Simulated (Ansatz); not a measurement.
## Ta3N5 (Cmcm): the G0W0 gap against the k mesh

Wanted: mesh convergence of the gap correction in Ta3N5 (Cmcm).

Calculated with Ansatz 0.2.0; G0W0 on LDA, plane waves, PAW; PAW set soft_1.

Most raw output is cut from this account.

## 1. Starting point

The structure is orthorhombic, space group Cmcm (No. 63). Conventional cell: a = 3.886 Å, b = 10.212 Å, c = 10.262 Å, α = 90.00°, β = 90.00°, γ = 90.00°. Nearest to Ta lie 6 N at 2.04 to 2.14 Å. Ta has 6 N at 1.96 to 2.24 Å nearest. N has 4 Ta at 2.06 to 2.22 Å nearest. Nearest to N lie 3 Ta at 1.96 to 2.04 Å. Nearest to N lie 4 Ta at 2.03 to 2.24 Å. Farther neighbours and most contacts between anions are not listed.

As a file:

```cif
data_structure
_symmetry_space_group_name_H-M 'P 1'
_symmetry_Int_Tables_number 1
_cell_length_a 5.4631
_cell_length_b 5.4631
_cell_length_c 10.2624
_cell_angle_alpha 90.000
_cell_angle_beta 90.000
_cell_angle_gamma 138.330
_cell_volume 203.63
loop_
_atom_site_label
_atom_site_type_symbol
_atom_site_fract_x
_atom_site_fract_y
_atom_site_fract_z
_atom_site_occupancy
Ta1 Ta 0.80290 0.19710 0.25000 1
Ta2 Ta 0.19710 0.80290 0.75000 1
Ta3 Ta 0.86545 0.13455 0.55906 1
Ta4 Ta 0.13455 0.86545 0.05906 1
Ta5 Ta 0.13455 0.86545 0.44094 1
Ta6 Ta 0.86545 0.13455 0.94094 1
N7 N 0.23678 0.76322 0.25000 1
N8 N 0.76322 0.23678 0.75000 1
N9 N 0.95299 0.04701 0.11949 1
N10 N 0.04701 0.95299 0.61949 1
N11 N 0.04701 0.95299 0.88051 1
N12 N 0.95299 0.04701 0.38051 1
N13 N 0.69138 0.30862 0.07378 1
N14 N 0.30862 0.69138 0.57378 1
N15 N 0.30862 0.69138 0.92622 1
N16 N 0.69138 0.30862 0.42622 1
```

The cell and positions come from the Crystallography Open Database and are kept as given unless a step says otherwise. Spin-orbit coupling is left out unless a step names it.

## 2. The 2×2×1 mesh

Now the one-shot GW correction: screening in the RPA, then the self-energy of the levels asked for. This step takes PAW set soft_1 files.

input.yaml

```yaml
crystal:
  lattice:
    - [1.9431, -5.1059, 0.0]
    - [1.9431, 5.1059, 0.0]
    - [0.0, 0.0, 10.2624]
  atoms:
    - { symbol: Ta, position: [0.8029, 0.1971, 0.25] }
    - { symbol: Ta, position: [0.1971, 0.8029, 0.75] }
    - { symbol: Ta, position: [0.86545, 0.13455, 0.55906] }
    - { symbol: Ta, position: [0.13455, 0.86545, 0.05906] }
    - { symbol: Ta, position: [0.13455, 0.86545, 0.44094] }
    - { symbol: Ta, position: [0.86545, 0.13455, 0.94094] }
    - { symbol: "N", position: [0.23678, 0.76322, 0.25] }
    - { symbol: "N", position: [0.76322, 0.23678, 0.75] }
    - { symbol: "N", position: [0.95299, 0.04701, 0.11949] }
    - { symbol: "N", position: [0.04701, 0.95299, 0.61949] }
    - { symbol: "N", position: [0.04701, 0.95299, 0.88051] }
    - { symbol: "N", position: [0.95299, 0.04701, 0.38051] }
    - { symbol: "N", position: [0.69138, 0.30862, 0.07378] }
    - { symbol: "N", position: [0.30862, 0.69138, 0.57378] }
    - { symbol: "N", position: [0.30862, 0.69138, 0.92622] }
    - { symbol: "N", position: [0.69138, 0.30862, 0.42622] }
kpoints:
  mp_grid: { grid: [2, 2, 1] }
hamiltonian:
  xc: lda
  pseudopotentials: { kind: paw, azcp: { folder: soft_1 }, xc_functional: pbe }
scf:
  occupations: { method: fixed }
gw:
  n_empty_bands: 462
  ecut_chi: 100
  qp_bands: [v4, c4]
  qp_kpoints: band_edges
  screening: { model: contour_deformation }
```

The run is started by

```
$ ansatz run input.yaml --threads 2 --pin off --max-ram 92160MiB --backend cuda --events-out ev --progress --plain --runs-dir out --devices 1 --max-vram 13GiB
```

The job ended after 9.4 s (1 × NVIDIA H100 80GB HBM3 (shared by 6 runs) with 2 threads of AMD EPYC 7R13 (Zen 3), shared host; peak memory 1.3 GiB; 9.3 s of CPU time).

This step gave:

```
bands summed                                 : 526
RPA ε∞ on this mesh (eigenvalues)            : 13.42, 13.52, 19.08
plane waves in the screening matrix          : 475
q-points in the mesh                         : 4
G0W0 gap on the mesh                         : 1.708 eV
k of the valence top                         : 0, 0, 0
k of the conduction bottom                   : -0.5, -0.5, 0
starting gap on the mesh                     : 1.144 eV
Z at the valence top                         : 0.7294
Z at the conduction bottom                   : 0.7539
least direct G0W0 gap on the computed points : 1.977 eV
```

The gap on the mesh goes from 1.14 eV to 1.71 eV, a correction of +0.56 eV. Between the two edge states, bare exchange in place of the xc potential would open the gap by 8.74 eV, and correlation takes back 8.17 eV.

## 3. The 4×4×2 mesh

A second mesh at equal bands and cutoff isolates the sampling error.

input.yaml: that of step 2 with these lines changed.

```diff
@@ -23,3 +23,3 @@
 kpoints:
-  mp_grid: { grid: [2, 2, 1] }
+  mp_grid: { grid: [4, 4, 2] }
 hamiltonian:
```

Wall time 37 s (1 × NVIDIA H100 80GB HBM3 (shared by 6 runs) with 2 threads); peak memory 2.1 GiB; 43 s of CPU time.

Numbers from this step:

- bands summed: 526
- RPA ε∞ on this mesh (eigenvalues): 10.92, 10.92, 14.12
- plane waves in the screening matrix: 475
- q-points in the mesh: 32
- G0W0 gap on the mesh: 1.773 eV
- k of the valence top: 0, 0, 0
- k of the conduction bottom: -0.5, -0.5, 0
- starting gap on the mesh: 1.155 eV
- Z at the valence top: 0.7504
- Z at the conduction bottom: 0.7788
- least direct G0W0 gap on the computed points: 2.002 eV

Against the run with 2×2×1 mesh, 462 empty bands, screening to 100 eV, PAW set soft_1 files, the gap moves by +0.06 eV.

## 4. The 6×6×2 mesh

input.yaml: that of step 3 with these lines changed.

```diff
@@ -23,3 +23,3 @@
 kpoints:
-  mp_grid: { grid: [4, 4, 2] }
+  mp_grid: { grid: [6, 6, 2] }
 hamiltonian:
```

It took 2.2 min on 1 × NVIDIA H100 80GB HBM3 (shared by 6 runs) with 2 threads; peak memory 3 GiB; 3.6 min of CPU time.

Numbers from this step:

```
bands summed                                 : 526
RPA ε∞ on this mesh (eigenvalues)            : 10.80, 10.85, 12.05
plane waves in the screening matrix          : 475
G0W0 gap on the mesh                         : 1.786 eV
k of the valence top                         : 0, 0, 0
k of the conduction bottom                   : -0.5, -0.5, 0
starting gap on the mesh                     : 1.147 eV
least direct G0W0 gap on the computed points : 2.026 eV
```

Against the run with 4×4×2 mesh, 462 empty bands, screening to 100 eV, PAW set soft_1 files, the gap moves by +0.013 eV.

## 5. The meshes together

Times are wall times on 1 × NVIDIA H100 80GB HBM3 (shared by 6 runs) with 2 threads of AMD EPYC 7R13 (Zen 3), shared host, good to a factor of about two.

```tsv
mesh	points	irreducible	start (eV)	G0W0 (eV)	shift (eV)	RPA ε∞ (mean)	time
2×2×1	4	3	1.144	1.708	+0.564	15.34	9.4 s
4×4×2	32	14	1.155	1.773	+0.617	11.99	37 s
6×6×2	72	26	1.147	1.786	+0.639	11.23	2.2 min
```

## 6. Summary of results

```
2×2×1    : 1.708 eV (shift +0.564)
4×4×2    : 1.773 eV (shift +0.617)
6×6×2    : 1.786 eV (shift +0.639)
settings : LDA start, 462 empty bands, 100 eV
```

In words: The shift is +0.56 eV on 2×2×1 and +0.64 eV on 6×6×2; the last step moves it by +0.021 eV. The RPA ε∞ (mean) ranges from 11.23 to 15.34 and ends at 11.23; the coarsest mesh overstates it. On 6×6×2 the states that bound the G0W0 gap lie 1.162 eV apart in the start, so part of the shift is a change of edge. From 4 to 72 points the time grows 14-fold. Bands and cutoff are modest here, so the values stand off the basis limit. The many-body steps are scalar-relativistic: spin-orbit coupling is not in them.

[Paths, hosts, dates, memory and timing lines, banners, echoed tables and standing remarks are left out of the program output.]

[Logs are printed without paths, hosts, clocks, repeated set-up lines and the standing remarks that a program may print on its own settings, such as how far it seeks lower states.]

[Runs of the session that timed out or met a known fault of the program may be left out.]

[Cells called generated may have been cut or substituted from an entry of the Crystallography Open Database or the Materials Project.]

[Hosts, paths, dates, database ids (printed as entryN), source tags and the programs' standing remarks are cut or masked in the printed files.]
